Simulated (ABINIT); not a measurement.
## WS2 (Tungstenite): zone-centre phonons

Which modes does WS2 (Tungstenite) have at the zone centre?

Calculated with ABINIT 10.8.3; DFT LDA, scalar-relativistic, plane waves, PseudoDojo norm-conserving pseudopotentials.

The database entry behind the starting cell differs from later determinations by our own check (an axis about 1.4 % long against later determinations), so it need not match the best structure at ambient conditions.

## (1) Starting point

Symmetry: P6_3/mmc, No. 194, hexagonal system. Conventional cell: a = 3.180 Å, b = 3.180 Å, c = 12.500 Å, α = 90.00°, β = 90.00°, γ = 120.00°. Nearest to W lie 6 S at 2.41 Å. S has 3 W at 2.41 Å nearest. Farther neighbours and most contacts between anions are not listed.

Structure file:

```cif
data_structure
_symmetry_space_group_name_H-M 'P 1'
_symmetry_Int_Tables_number 1
_cell_length_a 3.1800
_cell_length_b 3.1800
_cell_length_c 12.5000
_cell_angle_alpha 90.000
_cell_angle_beta 90.000
_cell_angle_gamma 120.000
_cell_volume 109.47
loop_
_atom_site_label
_atom_site_type_symbol
_atom_site_fract_x
_atom_site_fract_y
_atom_site_fract_z
_atom_site_occupancy
W1 W 0.33333 0.66667 0.25000 1
W2 W 0.66667 0.33333 0.75000 1
S3 S 0.33333 0.66667 0.62500 1
S4 S 0.66667 0.33333 0.12500 1
S5 S 0.33333 0.66667 0.87500 1
S6 S 0.66667 0.33333 0.37500 1
```

## (2) A first look

A first run with smearing and empty bands tells whether the crystal has a gap, which decides between fixed occupations and smearing later on.

probe.abi

```
# ground state
tolvrs 1.0d-08
prtden 1
prtwf 1

# basis, mesh and filling
ecut 29.0
ngkpt 6 6 2
nshiftk 1
shiftk 0.0 0.0 0.0
istwfk *1
occopt 7
tsmear 0.005
nband 36
nstep 100
diemac 9.0
prtebands 0
prtgsr 0
useylm 1

# cell and atoms
acell 3*1.0 Angstrom
rprim 
    3.18 0.0 0.0
    -1.59 2.753960784 0.0
    0.0 0.0 12.5
ntypat 2
znucl 74 16
natom 6
typat 1 1 2 2 2 2
xred 
    1/3 2/3 0.25
    2/3 1/3 0.75
    1/3 2/3 0.625
    2/3 1/3 0.125
    1/3 2/3 0.875
    2/3 1/3 0.375
pp_dirpath "./pseudo"
pseudos "W.upf, S.upf"
```

On the command line:

```sh
OMP_NUM_THREADS=1 mpirun -n 14 abinit probe.abi > probe.log
```

Numbers of over 12 decimals in the logs are rounded to 6 here.

probe.abo, the main output file:

```text
[banners, grids, parts of the stress and lines that vanish by symmetry left out]
- input  file    -> probe.abi
- output file    -> probe.abo
- root for input  files -> probei
[...]
Symmetries : space group P6_3/m m c (#194); Bravais hP (primitive hexag.)
[...]
mpw =        5554          nfft =      108000          nkpt =          14
[...]
== DATASET  1 ==================================================================
[...]
cutoff_energies: {ecut:  29.0, pawecutdg:  -1.0, }
[...]
ETOT  1  -196.12482429265    -1.961E+02 1.175E-01 1.439E+02
 ETOT  2  -196.15640545220    -3.158E-02 1.865E-02 9.959E+02
 ETOT  3  -196.28234600079    -1.259E-01 2.117E-03 1.944E+00
 ETOT  4  -196.28282768895    -4.817E-04 1.211E-03 2.382E+00
 ETOT  5  -196.28298483636    -1.571E-04 1.642E-04 5.820E-03
 ETOT  6  -196.28298567033    -8.340E-07 2.028E-04 1.048E-04
 ETOT  7  -196.28298568882    -1.849E-08 6.267E-05 2.995E-06
 ETOT  8  -196.28298568921    -3.977E-10 2.455E-04 3.584E-08
 ETOT  9  -196.28298568922    -4.576E-12 6.609E-05 1.700E-09
 At SCF step    9       vres2   =  1.70E-09 < tolvrs=  1.00E-08 =>converged.
[...]
sigma(1 1)=  2.29143158E-04  sigma(3 2)=  0.00000000E+00
  sigma(2 2)=  2.29143158E-04  sigma(3 1)=  0.00000000E+00
  sigma(3 3)=  1.64943805E-04  sigma(2 1)=  0.00000000E+00
[...]
convergence: {deltae: -4.576E-12, res2:  1.700E-09, residm:  6.609E-05, diffor: null, }
etotal    :  -1.96282986E+02
[...]
sigma(1 1)=  2.29143158E-04  sigma(3 2)=  0.00000000E+00
  sigma(2 2)=  2.29143158E-04  sigma(3 1)=  0.00000000E+00
  sigma(3 3)=  1.64943805E-04  sigma(2 1)=  0.00000000E+00
[...]
- sigma(1 1)=  6.74162445E+00  sigma(3 2)=  0.00000000E+00
- sigma(2 2)=  6.74162446E+00  sigma(3 1)=  0.00000000E+00
- sigma(3 3)=  4.85281429E+00  sigma(2 1)=  0.00000000E+00
[...]
fcart      4.9288526320E-28  6.9848371488E-28 -0.0000000000E+00
           strten      2.2914315769E-04  2.2914315783E-04  1.6494380500E-04
================================================================================

[key lines of the parts left out:]
pressure_GPa:  -6.1120E+00
```

The job ended after 14 s (14 MPI ranks of Arm Neoverse V1, shared host; 3.2 min of CPU time).

This step gave:

```
volume per atom   : 18.24 Å³
pressure          : -6.112 GPa
gap on the k-mesh : 0.9755 eV
```

A gap of 0.98 eV opens on this mesh, so the crystal is taken as an insulator; the printed pressure holds the stress of the finite basis too.

## (3) Relaxation

The harmonic expansion needs vanishing forces, and a free crystal bears no stress, so cell and atoms are brought to rest. Stress is more sensitive to the basis than forces are: the last 3 Ha under the cutoff are smoothed with ecutsm, and the cutoff is raised above that of the later runs.

relax.abi

```
# relaxation
ionmov 2
optcell 2
dilatmx 1.08
ntime 40
tolmxf 1.0d-05
tolvrs 1.0d-14
prtwf 0
prtden 0
chksymtnons 0

# basis, mesh and filling
ecut 36.0
ecutsm 3.0
ngkpt 9 9 2
nshiftk 1
shiftk 0.0 0.0 0.0
istwfk *1
occopt 1
nband 26
nstep 100
diemac 9.0
prtebands 0
prtgsr 0
useylm 1

# cell and atoms
acell 3*1.0 Angstrom
rprim 
    3.18 0.0 0.0
    -1.59 2.753960784 0.0
    0.0 0.0 12.5
ntypat 2
znucl 74 16
natom 6
typat 1 1 2 2 2 2
xred 
    1/3 2/3 0.25
    2/3 1/3 0.75
    1/3 2/3 0.625
    2/3 1/3 0.125
    1/3 2/3 0.875
    2/3 1/3 0.375
pp_dirpath "./pseudo"
pseudos "W.upf, S.upf"
```

On the command line:

```sh
OMP_NUM_THREADS=1 mpirun -n 16 abinit relax.abi > relax.log
```

relax.abo, the main output file:

```text
[banners, grids, parts of the stress and lines that vanish by symmetry left out]
- input  file    -> relax.abi
- output file    -> relax.abo
- root for input  files -> relaxi
[...]
Symmetries : space group P6_3/m m c (#194); Bravais hP (primitive hexag.)
[...]
mpw =        9639          nfft =      186624          nkpt =          24
[...]
== DATASET  1 ==================================================================
[...]
-    --> not optimal distribution: autoparal keyword recommended in input file <--
[...]
cutoff_energies: {ecut:  36.0, pawecutdg:  -1.0, }
[...]
ETOT  1  -195.87167979551    -1.959E+02 9.830E-02 5.721E+02
 ETOT  2  -195.77892460321     9.276E-02 2.584E-02 7.336E+03
 ETOT  3  -196.25800229019    -4.791E-01 3.636E-03 3.431E+02
 ETOT  4  -196.28297532063    -2.497E-02 1.089E-03 1.429E+01
 ETOT  5  -196.28361437319    -6.391E-04 2.249E-04 2.307E+00
[...]
At SCF step   25       vres2   =  3.97E-17 < tolvrs=  1.00E-14 =>converged.
[...]
sigma(1 1)=  2.21377956E-04  sigma(3 2)=  0.00000000E+00
  sigma(2 2)=  2.21377956E-04  sigma(3 1)=  0.00000000E+00
  sigma(3 3)=  1.57499993E-04  sigma(2 1)=  0.00000000E+00
[...]
convergence: {deltae: -6.878E-12, res2:  3.969E-17, residm:  9.667E-16, diffor: null, }
etotal    :  -1.96283747E+02
[...]
ETOT  1  -196.00041574412    -1.960E+02 5.366E+01 6.089E+03
[...]
At SCF step   17       vres2   =  6.02E-16 < tolvrs=  1.00E-14 =>converged.
[...]
sigma(1 1)=  1.17361103E-04  sigma(3 2)=  0.00000000E+00
  sigma(2 2)=  1.17361103E-04  sigma(3 1)=  0.00000000E+00
  sigma(3 3)=  3.92236341E-05  sigma(2 1)=  0.00000000E+00
[...]
convergence: {deltae:  8.527E-12, res2:  6.017E-16, residm:  3.186E-16, diffor: null, }
etotal    :  -1.96285872E+02
[...]
ETOT  1  -196.06888306222    -1.961E+02 1.172E+03 4.747E+03
[...]
At SCF step   17       vres2   =  5.89E-15 < tolvrs=  1.00E-14 =>converged.
[...]
sigma(1 1)=  2.17833082E-05  sigma(3 2)=  0.00000000E+00
  sigma(2 2)=  2.17833083E-05  sigma(3 1)=  0.00000000E+00
  sigma(3 3)= -4.13194021E-05  sigma(2 1)=  0.00000000E+00
[...]
convergence: {deltae:  2.188E-12, res2:  5.887E-15, residm:  4.387E-15, diffor: null, }
etotal    :  -1.96286535E+02
[...]
ETOT  1  -196.28002866325    -1.963E+02 3.485E-03 1.488E+02
[...]
At SCF step   16       vres2   =  8.52E-15 < tolvrs=  1.00E-14 =>converged.
[...]
sigma(1 1)=  7.15280039E-06  sigma(3 2)=  0.00000000E+00
  sigma(2 2)=  7.15280054E-06  sigma(3 1)=  0.00000000E+00
  sigma(3 3)= -3.18659096E-05  sigma(2 1)=  0.00000000E+00
[...]
convergence: {deltae: -1.734E-12, res2:  8.521E-15, residm:  8.371E-18, diffor: null, }
etotal    :  -1.96286665E+02
[...]
ETOT  1  -196.27669216397    -1.963E+02 7.598E-01 2.274E+02
[...]
sigma(1 1)= -6.38014152E-06  sigma(3 2)=  0.00000000E+00
  sigma(2 2)= -6.38014138E-06  sigma(3 1)=  0.00000000E+00
[...]
convergence: {deltae: -6.054E-12, res2:  1.005E-15, residm:  1.501E-18, diffor: null, }
etotal    :  -1.96286805E+02
[...]
ETOT  1  -196.28680767412    -1.963E+02 1.130E-01 1.714E-01
[...]
convergence: {deltae: -4.093E-12, res2:  2.446E-15, residm:  4.535E-14, diffor: null, }
etotal    :  -1.96286816E+02
[...]
ETOT  1  -196.28648297263    -1.963E+02 2.177E-02 4.471E+00
[...]
convergence: {deltae: -3.695E-13, res2:  3.849E-15, residm:  3.040E-18, diffor: null, }
etotal    :  -1.96286876E+02
[...]
ETOT  1  -196.28159698803    -1.963E+02 5.877E-02 9.492E+01
[...]
convergence: {deltae: -4.690E-12, res2:  1.440E-15, residm:  3.092E-17, diffor: null, }
etotal    :  -1.96286956E+02
[...]
ETOT  1  -196.26022773836    -1.963E+02 1.529E-01 4.983E+02
[...]
convergence: {deltae: -8.612E-12, res2:  4.450E-16, residm:  6.709E-18, diffor: null, }
etotal    :  -1.96287057E+02
[...]
ETOT  1  -196.27949903932    -1.963E+02 2.405E-01 1.503E+02
[...]
convergence: {deltae: -1.319E-11, res2:  9.961E-15, residm:  9.755E-18, diffor: null, }
etotal    :  -1.96287094E+02
[...]
ETOT  1  -196.28662306054    -1.963E+02 2.597E-03 1.074E+01
[...]
At SCF step   12       vres2   =  4.31E-15 < tolvrs=  1.00E-14 =>converged.
[...]
sigma(2 2)=  8.39111981E-07  sigma(3 1)=  0.00000000E+00
  sigma(3 3)=  1.54009695E-06  sigma(2 1)=  0.00000000E+00
[...]
convergence: {deltae:  3.553E-12, res2:  4.314E-15, residm:  2.873E-14, diffor: null, }
etotal    :  -1.96287104E+02
[...]
ETOT  1  -196.28710335728    -1.963E+02 1.850E-09 3.486E-03
[...]
ETOT 12  -196.28710392355     1.847E-12 6.459E-18 1.214E-14
 ETOT 13  -196.28710392355     6.480E-12 3.794E-19 2.635E-15
 At SCF step   13       vres2   =  2.64E-15 < tolvrs=  1.00E-14 =>converged.
[...]
sigma(1 1)=  2.36635451E-08  sigma(3 2)=  0.00000000E+00
  sigma(2 2)=  2.36636998E-08  sigma(3 1)=  0.00000000E+00
  sigma(3 3)=  4.40071460E-08  sigma(2 1)=  0.00000000E+00
[...]
convergence: {deltae:  6.480E-12, res2:  2.635E-15, residm:  3.794E-19, diffor: null, }
etotal    :  -1.96287104E+02
[...]
At Broyd/MD step  12, gradients are converged :
[...]
sigma(1 1)=  2.36635451E-08  sigma(3 2)=  0.00000000E+00
  sigma(2 2)=  2.36636998E-08  sigma(3 1)=  0.00000000E+00
  sigma(3 3)=  4.40071460E-08  sigma(2 1)=  0.00000000E+00
[...]
- sigma(1 1)=  6.96205533E-04  sigma(3 2)=  0.00000000E+00
- sigma(2 2)=  6.96210084E-04  sigma(3 1)=  0.00000000E+00
- sigma(3 3)=  1.29473494E-03  sigma(2 1)=  0.00000000E+00
[...]
fcart     -1.8998315491E-28 -3.2028553084E-28 -7.0586078846E-23
           strten      2.3663545096E-08  2.3663699791E-08  4.4007145979E-08
================================================================================

[key lines of the parts left out:]
pressure_GPa:  -8.9572E-04
Total energy (etotal) [Ha]= -1.96287103923546E+02
```

Run time: 7.1 min. Hardware: 16 MPI ranks.

Relaxation path:

| step | energy less that of the first step (eV) | largest force (eV/Å) | volume (Å³) |
| --- | --- | --- | --- |
| 1 | 0.0000 | 0.3873 | 109.47 |
| 2 | -0.0578 | 0.0161 | 107.51 |
| 3 | -0.0759 | 0.2301 | 105.83 |
| 4 | -0.0794 | 0.1990 | 105.54 |
| 5 | -0.0832 | 0.0634 | 105.18 |
| 6 | -0.0835 | 0.0452 | 105.16 |
| 7 | -0.0851 | 0.0259 | 104.94 |
| 8 | -0.0873 | 0.0793 | 104.40 |
| 9 | -0.0901 | 0.0969 | 103.35 |
| 10 | -0.0911 | 0.0518 | 102.87 |
| 11 | -0.0913 | 0.0056 | 102.81 |
| 12 | -0.0913 | 0.0001 | 102.82 |

| conventional cell, symmetrised | before | after | change |
| --- | --- | --- | --- |
| a (Å) | 3.180 | 3.125 | -1.7 % |
| b (Å) | 3.180 | 3.125 | -1.7 % |
| c (Å) | 12.500 | 12.157 | -2.7 % |
| volume (Å³/atom) | 18.24 | 17.14 | -6.1 % |

The atoms that moved most (Å, as changes of fractional coordinates times the final cell):

| atom | dx | dy | dz | length |
| --- | --- | --- | --- | --- |
| S4 | 0.000 | 0.000 | -0.041 | 0.041 |
| S3 | 0.000 | 0.000 | -0.041 | 0.041 |
| S6 | 0.000 | 0.000 | 0.041 | 0.041 |
| S5 | 0.000 | 0.000 | 0.041 | 0.041 |

The relaxed structure:

```
W S
1.0
     3.12503    0.00000    0.00000
    -1.56251    2.70635    0.00000
     0.00000    0.00000   12.15705
W S
2 4
Direct
  0.33333 0.66667 0.25000
  0.66667 0.33333 0.75000
  0.33333 0.66667 0.62159
  0.66667 0.33333 0.12159
  0.33333 0.66667 0.87841
  0.66667 0.33333 0.37841
```

Read from the output:

- volume per atom: 17.14 Å³
- pressure: -8.96e-4 GPa

The volume changes by -6.1 % in this run and stands -6.1 % from the first cell.

## (4) Self-consistent run for the response

First-order wavefunctions inherit every error of the ground state, hence the very tight tolvrs. The mesh is shifted off Γ, since shifted meshes converge sums over the zone faster.

gs.abi

```
# ground state
tolvrs 1.0d-16
prtden 1
prtwf 1

# basis, mesh and filling
ecut 29.0
ngkpt 9 9 2
nshiftk 1
shiftk 0.0 0.0 0.5
istwfk *1
occopt 1
nband 26
nstep 100
diemac 9.0
prtebands 0
prtgsr 0
useylm 1

# cell and atoms
acell 3*1.0 Angstrom
rprim 
    3.125028133 0.0 0.0
    -1.562514066 2.70635375 0.0
    0.0 0.0 12.15704803
ntypat 2
znucl 74 16
natom 6
typat 1 1 2 2 2 2
xred 
    1/3 2/3 0.25
    2/3 1/3 0.75
    1/3 2/3 0.6215893251
    2/3 1/3 0.1215893251
    1/3 2/3 0.8784106749
    2/3 1/3 0.3784106749
pp_dirpath "./pseudo"
pseudos "W.upf, S.upf"
```

On the command line:

```sh
OMP_NUM_THREADS=1 mpirun -n 16 abinit gs.abi > gs.log
```

gs.abo, the main output file:

```text
[banners, grids, parts of the stress and lines that vanish by symmetry left out]
- input  file    -> gs.abi
- output file    -> gs.abo
- root for input  files -> gsi
[...]
Symmetries : space group P6_3/m m c (#194); Bravais hP (primitive hexag.)
[...]
mpw =        5202          nfft =      108000          nkpt =          12
[...]
== DATASET  1 ==================================================================
[...]
-    --> not optimal distribution: autoparal keyword recommended in input file <--
[...]
cutoff_energies: {ecut:  29.0, pawecutdg:  -1.0, }
[...]
ETOT  1  -195.84940261938    -1.958E+02 8.329E-02 2.659E+02
 ETOT  2  -195.88732561149    -3.792E-02 4.738E-03 3.578E+03
 ETOT  3  -196.26014701580    -3.728E-01 2.087E-03 2.226E+02
 ETOT  4  -196.28581858867    -2.567E-02 2.711E-04 7.255E+00
 ETOT  5  -196.28634581191    -5.272E-04 7.302E-05 1.416E+00
[...]
ETOT 21  -196.28647491311    -3.268E-12 8.026E-15 2.120E-16
 ETOT 22  -196.28647491311     3.496E-12 1.139E-15 4.071E-18
 At SCF step   22       vres2   =  4.07E-18 < tolvrs=  1.00E-16 =>converged.
[...]
sigma(1 1)=  8.05629806E-06  sigma(3 2)=  0.00000000E+00
  sigma(2 2)=  8.05630135E-06  sigma(3 1)=  0.00000000E+00
  sigma(3 3)=  8.83539775E-06  sigma(2 1)= -1.14170427E-12
[...]
convergence: {deltae:  3.496E-12, res2:  4.071E-18, residm:  1.139E-15, diffor: null, }
etotal    :  -1.96286475E+02
[...]
sigma(1 1)=  8.05629806E-06  sigma(3 2)=  0.00000000E+00
  sigma(2 2)=  8.05630135E-06  sigma(3 1)=  0.00000000E+00
  sigma(3 3)=  8.83539775E-06  sigma(2 1)= -1.14170427E-12
[...]
- sigma(1 1)=  2.37024472E-01  sigma(3 2)=  0.00000000E+00
- sigma(2 2)=  2.37024569E-01  sigma(3 1)=  0.00000000E+00
- sigma(3 3)=  2.59946376E-01  sigma(2 1)= -3.35900994E-08
[...]
fcart      1.2158921904E-27  1.0249136981E-26  2.2587545260E-21
           strten      8.0562980619E-06  8.0563013457E-06  8.8353977519E-06
================================================================================

[key lines of the parts left out:]
pressure_GPa:  -2.4467E-01
```

It took 18 s on 16 MPI ranks; 4.8 min of CPU time.

Numbers from this step:

| Property | Result |
| --- | --- |
| pressure | -0.2447 GPa |

The cell stands at -0.24 GPa: the relaxation ran with a smoothed and higher cutoff and on another k mesh.

## (5) The gap at rest

Empty bands on the ground state's density check that the gap assumed so far is there in this cell.

gap.abi

```
# empty bands on the ground state's density
iscf -2
getden_filepath "gso_DEN"
tolwfr 1.0d-12
nbdbuf 2
prtwf 0

# basis, mesh and filling
ecut 29.0
ngkpt 9 9 2
nshiftk 1
shiftk 0.0 0.0 0.0
istwfk *1
occopt 1
nband 30
nstep 100
diemac 9.0
prtebands 0
prtgsr 0
useylm 1

# cell and atoms
acell 3*1.0 Angstrom
rprim 
    3.125028133 0.0 0.0
    -1.562514066 2.70635375 0.0
    0.0 0.0 12.15704803
ntypat 2
znucl 74 16
natom 6
typat 1 1 2 2 2 2
xred 
    1/3 2/3 0.25
    2/3 1/3 0.75
    1/3 2/3 0.6215893251
    2/3 1/3 0.1215893251
    1/3 2/3 0.8784106749
    2/3 1/3 0.3784106749
pp_dirpath "./pseudo"
pseudos "W.upf, S.upf"
```

On the command line:

```sh
OMP_NUM_THREADS=1 mpirun -n 16 abinit gap.abi > gap.log
```

gap.abo, the main output file:

```text
[banners, grids, parts of the stress and lines that vanish by symmetry left out]
- input  file    -> gap.abi
- output file    -> gap.abo
- root for input  files -> gapi
[...]
Symmetries : space group P6_3/m m c (#194); Bravais hP (primitive hexag.)
[...]
mpw =        5217          nfft =      108000          nkpt =          24
[...]
== DATASET  1 ==================================================================
[...]
-    --> not optimal distribution: autoparal keyword recommended in input file <--
[...]
cutoff_energies: {ecut:  29.0, pawecutdg:  -1.0, }
[...]
-outvars: echo values of variables after computation
            acell      1.8897261259E+00  1.8897261259E+00  1.8897261259E+00 Bohr
================================================================================
```

Wall time 43 s (16 MPI ranks).

Read from the output:

```yaml
gap_on_the_k_mesh: 0.9627 eV
```

In this cell the gap on the mesh is 0.96 eV, indirect (smallest direct 1.9 eV), so fixed occupations hold.

(Continued in part 2 of 2.)

[Host names and launcher messages were left out of these logs when they were recorded.]

[Logs are printed without paths, hosts, clocks, repeated set-up lines and the standing remarks that a program may print on its own settings, such as how far it seeks lower states.]

[Hosts, paths, dates, database ids (printed as entryN), source tags and the programs' standing remarks are cut or masked in the printed files.]
